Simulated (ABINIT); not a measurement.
# SnPbSe3 (Pm-3m): zone-centre phonons, part 2 of 4

Which modes does SnPbSe3 (Pm-3m) have at the zone centre?

ABINIT 10.8.3; DFT LDA, scalar-relativistic, plane waves, HGH norm-conserving pseudopotentials.

So far. Step 4 (Relaxing the cell and atoms): The volume changes by -0.1 % in this run and stands -4.6 % from the first cell. Step 5 (Self-consistent run for the response): The cell stands at -0.92 GPa: the relaxation ran with a smoothed and higher cutoff, and the difference is a stress of the finite basis. The relaxed cell has a = 5.151 Å (conventional setting).

The structure was built from a prototype and need not be the compound's stable phase.

### 6. Linear response at Γ

At q = 0 one unit cell holds all displacements. The response is solved for single atoms along the cell's directions, and symmetry skips those that follow from others. The crystal is treated as a metal, which screens a static field, so no field response is asked.

dfpt_gamma.abi

```

# common to the responses
getwfk_filepath "gso_WFK"
kptopt 2
nqpt 1
qpt 0.0 0.0 0.0
asr 0
chneut 0

# displacements
rfphon 1
rfatpol 1 5
rfdir 1 1 1
tolvrs 1.0d-10
prtwf 0

# basis, mesh and filling
ecut 20.0
ixc 7
ngkpt 4 4 4
nshiftk 1
shiftk 0.0 0.0 0.0
istwfk *1
occopt 6
tsmear 0.01
nband 20
nstep 100
diemac 1000000.0
prtebands 0
prtgsr 0

# cell and atoms
acell 9.733719796 9.733719796 9.733719796
rprim 
    1.0 0.0 0.0
    0.0 1.0 0.0
    0.0 0.0 1.0
ntypat 3
znucl 82 50 34
natom 5
typat 1 2 3 3 3
xred 
    0.0 0.0 0.0
    0.5 0.5 0.5
    0.5 0.5 0.0
    0.5 0.0 0.5
    0.0 0.5 0.5
pp_dirpath "./pseudo"
pseudos "Pb.hgh, Sn.hgh, Se.hgh"
```

The run is started by

```sh
> OMP_NUM_THREADS=1 mpirun -n 4 abinit dfpt_gamma.abi > dfpt_gamma.log
```

Numbers of over 12 decimals in the logs are rounded to 6 here.

dfpt_gamma.abo, the main output file:

```text
[banners, grids, parts of the stress and lines that vanish by symmetry left out]
- input  file    -> dfpt_gamma.abi
- output file    -> dfpt_gamma.abo
- root for input  files -> dfpt_gammai
- root for output files -> dfpt_gammao

 Symmetries : space group Pm -3 m (#221); Bravais cP (primitive cubic)
================================================================================
 Values of the parameters that define the memory need of the present run (RF).
     intxc =       0      iscf =       7    lmnmax =       6     lnmax =       6
     mgfft =      40  mpssoang =       3    mqgrid =    3001     natom =       5
  nloc_mem =       1    nspden =       1   nspinor =       1    nsppol =       1
      nsym =      48    n1xccc =       0    ntypat =       3    occopt =       6
   xclevel =       1
-    mband =          20        mffmem =           1         mkmem =           9
-   mkqmem =           9        mk1mem =           9           mpw =        3952
      nfft =       64000          nkpt =          36
- my_mband =          20
================================================================================
================================================================================

--------------------------------------------------------------------------------
------------- Echo of variables that govern the present computation ------------
--------------------------------------------------------------------------------
-
- outvars: echo of selected default values
-   iomode0 =  0 , fftalg0 =312 , wfoptalg0 =  0
-
- outvars: echo of global parameters not present in the input file
-  max_nthreads =    1
-
 -outvars: echo values of preprocessed input variables
 [... echo left out ...]
================================================================================

 chkinp: Checking input parameters for consistency.

[...]
== DATASET  1 ==================================================================
-   mpi_nproc: 4, omp_nthreads: 1 (-1 if OMP is not activated)

--- !DatasetInfo
iteration_state: {dtset: 1, }
dimensions: {natom: 5, nkpt: 36, mband: 20, nsppol: 1, nspinor: 1, nspden: 1, mpw: 3952, }
cutoff_energies: {ecut:  20.0, pawecutdg:  -1.0, }
electrons: {nelect:   2.60000000E+01, charge:   0.00000000E+00, occopt:   6.00000000E+00, tsmear:   1.00000000E-02, }
meta: {optdriver: 1, rfphon: 1, }
...

 mkfilename: getwfk from: gso_WFK

 Exchange-correlation functional for the present dataset will be:
  LDA: Perdew-Wang 92 LSD fit to Ceperley-Alder data - ixc=7
 Citation for XC functional:
  J.P.Perdew and Y.Wang, PRB 45, 13244 (1992)

 Real(R)+Recip(G) space primitive vectors, cartesian coordinates (Bohr,Bohr^-1):
 R(1)=  9.7337198  0.0000000  0.0000000  G(1)=  0.1027356  0.0000000  0.0000000
 R(2)=  0.0000000  9.7337198  0.0000000  G(2)=  0.0000000  0.1027356  0.0000000
 R(3)=  0.0000000  0.0000000  9.7337198  G(3)=  0.0000000  0.0000000  0.1027356
 Unit cell volume ucvol=  9.2222421E+02 bohr^3
 Angles (23,13,12)=  9.00000000E+01  9.00000000E+01  9.00000000E+01 degrees
 setup1 : take into account q-point for computing boxcut.

 getcut: wavevector=  0.0000  0.0000  0.0000  ngfft=  40  40  40
         ecut(hartree)=     20.000   => boxcut(ratio)=   2.04127

--- Pseudopotential description ------------------------------------------------
- pspini: atom type   1  psp file is ./pseudo/Pb.hgh

- pspini: atom type   2  psp file is ./pseudo/Sn.hgh

- pspini: atom type   3  psp file is ./pseudo/Se.hgh

   1.74390780E+03                                ecore*ucvol(ha*bohr**3)
--------------------------------------------------------------------------------

 ==>  initialize data related to q vector <==

 The list of irreducible perturbations for this q vector is:
    1)    idir= 1    ipert=   1
    2)    idir= 1    ipert=   2
    3)    idir= 1    ipert=   3
    4)    idir= 3    ipert=   3

[...]
The perturbation idir=   2  ipert=   1 is
 symmetric of a previously calculated perturbation.
 So, its SCF calculation is not needed.

 The perturbation idir=   3  ipert=   1 is
 symmetric of a previously calculated perturbation.
 So, its SCF calculation is not needed.

 The perturbation idir=   2  ipert=   2 is
 symmetric of a previously calculated perturbation.
 So, its SCF calculation is not needed.

 The perturbation idir=   3  ipert=   2 is
 symmetric of a previously calculated perturbation.
 So, its SCF calculation is not needed.

[...]
The perturbation idir=   2  ipert=   5 is
 symmetric of a previously calculated perturbation.
 So, its SCF calculation is not needed.

 The perturbation idir=   3  ipert=   5 is
 symmetric of a previously calculated perturbation.
 So, its SCF calculation is not needed.

--------------------------------------------------------------------------------
 Perturbation wavevector (in red.coord.)   0.000000  0.000000  0.000000
 Perturbation : displacement of atom   1   along direction   1
 Found     8 symmetries that leave the perturbation invariant.

[...]
dfpt_looppert : total number of electrons, from k and k+q
  fully or partially occupied states are    2.600000E+01 and    2.600000E+01.
 Initialisation of the first-order wave-functions :
  ireadwf=   0

--- !BeginCycle
iteration_state: {dtset: 1, }
solver: {iscf: 7, nstep: 100, nline: 4, wfoptalg: 0, }
tolerances: {tolvrs: 1.00E-10, }
...

     iter   2DEtotal(Ha)        deltaE(Ha) residm    vres2
-ETOT  1   31.536146513455     -5.135E+01 2.799E-01 9.468E+04
 ETOT  2  -1.874883     -3.341E+01 1.096E-02 2.395E+03
 ETOT  3  -2.734489     -8.596E-01 5.071E-03 2.565E+02
 ETOT  4  -2.817065     -8.258E-02 2.993E-04 2.077E+00
 ETOT  5  -2.817718     -6.532E-04 3.655E-05 2.191E-03
[...]
At SCF step   11       vres2   =  6.65E-12 < tolvrs=  1.00E-10 =>converged.
[...]
Mean square residual over all n,k,spin=   55.378E-13; max=  16.705E-10

 Thirteen components of 2nd-order total energy (hartree) are
 1,2,3: 0th-order hamiltonian combined with 1st-order wavefunctions
     kin0=   8.49130082E+01 eigvalue=   4.12284431E+00  local=  -4.32448601E+01
 4,5,6: 1st-order hamiltonian combined with 1st and 0th-order wfs
 loc psp =  -4.89535254E+01  Hartree=   1.99766089E+01     xc=  -1.04469767E+01
 note that "loc psp" includes a xc core correction that could be resolved
 7,8,9: eventually, occupation + non-local contributions
    edocc=   1.25779688E+01     enl0=   1.78013005E+01   enl1=  -1.22446263E+02
 1-9 gives the relaxation energy (to be shifted if some occ is /=2.0)
   erelax=  -8.56998941E+01
 10,11,12 Non-relaxation  contributions : frozen-wavefunctions and Ewald
 fr.local=  -1.23673827E+01 fr.nonlo=   5.73798063E+01  Ewald=   3.78697503E+01
 13,14 Frozen wf xc core corrections (1) and (2)
 frxc 1  =   0.00000000E+00  frxc 2 =   0.00000000E+00
 Resulting in :
 2DEtotal=   -0.2817720183E+01 Ha. Also 2DEtotal=   -0.766740722416E+02 eV
    (2DErelax=   -8.5699894089E+01 Ha. 2DEnonrelax=    8.2882173906E+01 Ha)
    (  non-var. 2DEtotal :   -2.8177201122E+00 Ha)

[...]
Perturbation wavevector (in red.coord.)   0.000000  0.000000  0.000000
 Perturbation : displacement of atom   2   along direction   1
 Found     8 symmetries that leave the perturbation invariant.

[...]
dfpt_looppert : total number of electrons, from k and k+q
  fully or partially occupied states are    2.600000E+01 and    2.600000E+01.
 Initialisation of the first-order wave-functions :
  ireadwf=   0

--- !BeginCycle
iteration_state: {dtset: 1, }
solver: {iscf: 7, nstep: 100, nline: 4, wfoptalg: 0, }
tolerances: {tolvrs: 1.00E-10, }
...

     iter   2DEtotal(Ha)        deltaE(Ha) residm    vres2
-ETOT  1   80.577199518646     -3.632E+01 6.808E-01 1.801E+05
[...]
At SCF step   11       vres2   =  8.13E-11 < tolvrs=  1.00E-10 =>converged.
[...]
Mean square residual over all n,k,spin=   31.955E-12; max=  10.306E-09

 Thirteen components of 2nd-order total energy (hartree) are
 1,2,3: 0th-order hamiltonian combined with 1st-order wavefunctions
     kin0=   9.22637073E+01 eigvalue=   3.81988778E+00  local=  -2.70183241E+01
 4,5,6: 1st-order hamiltonian combined with 1st and 0th-order wfs
 loc psp =  -1.07888658E+02  Hartree=   2.48449463E+01     xc=  -9.33094530E+00
 note that "loc psp" includes a xc core correction that could be resolved
 7,8,9: eventually, occupation + non-local contributions
    edocc=   8.49094138E+00     enl0=   1.84990801E+01   enl1=  -1.15249929E+02
 1-9 gives the relaxation energy (to be shifted if some occ is /=2.0)
   erelax=  -1.11569294E+02
 10,11,12 Non-relaxation  contributions : frozen-wavefunctions and Ewald
 fr.local=   1.77143594E+01 fr.nonlo=   6.13113235E+01  Ewald=   3.78697503E+01
 13,14 Frozen wf xc core corrections (1) and (2)
 frxc 1  =   0.00000000E+00  frxc 2 =   0.00000000E+00
 Resulting in :
 2DEtotal=    0.5326139595E+01 Ha. Also 2DEtotal=    0.144931641710E+03 eV
    (2DErelax=   -1.1156929356E+02 Ha. 2DEnonrelax=    1.1689543315E+02 Ha)
    (  non-var. 2DEtotal :    5.3261396248E+00 Ha)

[...]
Perturbation wavevector (in red.coord.)   0.000000  0.000000  0.000000
 Perturbation : displacement of atom   3   along direction   1
 Found     4 symmetries that leave the perturbation invariant.

[...]
dfpt_looppert : total number of electrons, from k and k+q
  fully or partially occupied states are    2.600000E+01 and    2.600000E+01.
 Initialisation of the first-order wave-functions :
  ireadwf=   0

--- !BeginCycle
iteration_state: {dtset: 1, }
solver: {iscf: 7, nstep: 100, nline: 4, wfoptalg: 0, }
tolerances: {tolvrs: 1.00E-10, }
...

     iter   2DEtotal(Ha)        deltaE(Ha) residm    vres2
-ETOT  1   296.94668788727     -2.619E+02 9.766E-01 6.861E+05
[...]
At SCF step   12       vres2   =  6.40E-12 < tolvrs=  1.00E-10 =>converged.
[...]
Mean square residual over all n,k,spin=   66.395E-13; max=  32.015E-10

 Thirteen components of 2nd-order total energy (hartree) are
 1,2,3: 0th-order hamiltonian combined with 1st-order wavefunctions
     kin0=   5.56031480E+02 eigvalue=   7.23957388E+00  local=  -3.31263202E+02
 4,5,6: 1st-order hamiltonian combined with 1st and 0th-order wfs
 loc psp =  -2.72086429E+02  Hartree=   1.46493185E+02     xc=  -5.15372024E+01
 note that "loc psp" includes a xc core correction that could be resolved
 7,8,9: eventually, occupation + non-local contributions
    edocc=   1.74479502E+01     enl0=   2.16671285E+02   enl1=  -8.50079710E+02
 1-9 gives the relaxation energy (to be shifted if some occ is /=2.0)
   erelax=  -5.61083070E+02
 10,11,12 Non-relaxation  contributions : frozen-wavefunctions and Ewald
 fr.local=   1.21418428E+02 fr.nonlo=   4.28217968E+02  Ewald=   9.21168357E+00
 13,14 Frozen wf xc core corrections (1) and (2)
 frxc 1  =   0.00000000E+00  frxc 2 =   0.00000000E+00
 Resulting in :
 2DEtotal=   -0.2234989675E+01 Ha. Also 2DEtotal=   -0.608171673081E+02 eV
    (2DErelax=   -5.6108306979E+02 Ha. 2DEnonrelax=    5.5884808011E+02 Ha)
    (  non-var. 2DEtotal :   -2.2349892713E+00 Ha)

[...]
Perturbation wavevector (in red.coord.)   0.000000  0.000000  0.000000
 Perturbation : displacement of atom   3   along direction   3
 Found     8 symmetries that leave the perturbation invariant.

--------------------------------------------------------------------------------

--------------------------------------------------------------------------------

 dfpt_looppert : total number of electrons, from k and k+q
  fully or partially occupied states are    2.600000E+01 and    2.600000E+01.
 Initialisation of the first-order wave-functions :
  ireadwf=   0

--- !BeginCycle
iteration_state: {dtset: 1, }
solver: {iscf: 7, nstep: 100, nline: 4, wfoptalg: 0, }
tolerances: {tolvrs: 1.00E-10, }
...

     iter   2DEtotal(Ha)        deltaE(Ha) residm    vres2
-ETOT  1   418.81119809926     -1.508E+02 9.060E-01 8.951E+05
[...]
ETOT 11   10.513619066655      2.137E-11 1.881E-07 2.223E-10
 ETOT 12   10.513619066645     -1.080E-11 4.886E-08 7.335E-12

 At SCF step   12       vres2   =  7.33E-12 < tolvrs=  1.00E-10 =>converged.
[...]
Mean square residual over all n,k,spin=   15.096E-11; max=  48.856E-09

 Thirteen components of 2nd-order total energy (hartree) are
 1,2,3: 0th-order hamiltonian combined with 1st-order wavefunctions
     kin0=   5.29780148E+02 eigvalue=   1.22069471E+01  local=  -3.01832149E+02
 4,5,6: 1st-order hamiltonian combined with 1st and 0th-order wfs
 loc psp =  -2.89733348E+02  Hartree=   1.53768046E+02     xc=  -4.96131761E+01
 note that "loc psp" includes a xc core correction that could be resolved
 7,8,9: eventually, occupation + non-local contributions
    edocc=   3.00611357E+01     enl0=   1.84765019E+02   enl1=  -8.28538594E+02
 1-9 gives the relaxation energy (to be shifted if some occ is /=2.0)
   erelax=  -5.59135971E+02
 10,11,12 Non-relaxation  contributions : frozen-wavefunctions and Ewald
 fr.local=   2.24148811E+01 fr.nonlo=   4.10736371E+02  Ewald=   1.36498339E+02
 13,14 Frozen wf xc core corrections (1) and (2)
 frxc 1  =   0.00000000E+00  frxc 2 =   0.00000000E+00
 Resulting in :
 2DEtotal=    0.1051361907E+02 Ha. Also 2DEtotal=    0.286090149266E+03 eV
    (2DErelax=   -5.5913597115E+02 Ha. 2DEnonrelax=    5.6964959021E+02 Ha)
    (  non-var. 2DEtotal :    1.0513619156E+01 Ha)

[...]
---- first-order wavefunction calculations are completed ----

 ==> Compute Derivative Database <==

 [... matrices left out ...]
  Phonon wavevector (reduced coordinates) :  0.00000  0.00000  0.00000
 Phonon energies in Hartree :
  -4.904131E-04 -4.904131E-04 -4.904131E-04 -4.302550E-04 -4.302550E-04
  -4.302550E-04 -2.026006E-04 -2.026006E-04 -2.026006E-04  9.783154E-06
   9.783154E-06  9.783155E-06  1.044409E-03  1.044409E-03  1.044409E-03
 Phonon frequencies in cm-1    :
- -1.076332E+02 -1.076332E+02 -1.076332E+02 -9.443006E+01 -9.443006E+01
- -9.443006E+01 -4.446568E+01 -4.446568E+01 -4.446568E+01  2.147154E+00
-  2.147154E+00  2.147154E+00  2.292214E+02  2.292214E+02  2.292214E+02

== END DATASET(S) ==============================================================
================================================================================

 -outvars: echo values of variables after computation
            acell      9.7337197960E+00  9.7337197960E+00  9.7337197960E+00 Bohr
           etotal      1.0513619067E+01
            fcart      0.0000000000E+00  0.0000000000E+00  0.0000000000E+00
           strten      0.0000000000E+00  0.0000000000E+00  0.0000000000E+00
================================================================================
```

It took 68 s on 4 MPI ranks of Arm Neoverse V1, shared host; 4.6 min of CPU time.

Numbers from this step:

```yaml
largest_acoustic_frequency_at_the_zone_centre_before_the_sum_rule: 2.15 cm⁻¹
highest_optical_zone_centre_mode_no_lo_to_term: 229.2 cm⁻¹
lowest_optical_zone_centre_mode: -107.6 cm⁻¹
```

The acoustic modes at Γ come out as far as 2.1 cm⁻¹ from zero, where they should vanish, a small numerical error. The lowest optical mode is imaginary, 108i cm⁻¹, an instability at this level and on this k mesh.

(Part 2 of 4 ends here.)

[Host names and launcher messages were left out of these logs when they were recorded.]

[Logs are printed without paths, hosts, clocks, repeated set-up lines and the standing remarks that a program may print on its own settings, such as how far it seeks lower states.]

[Hosts, paths, dates, database ids (printed as entryN), source tags and the programs' standing remarks are cut or masked in the printed files.]
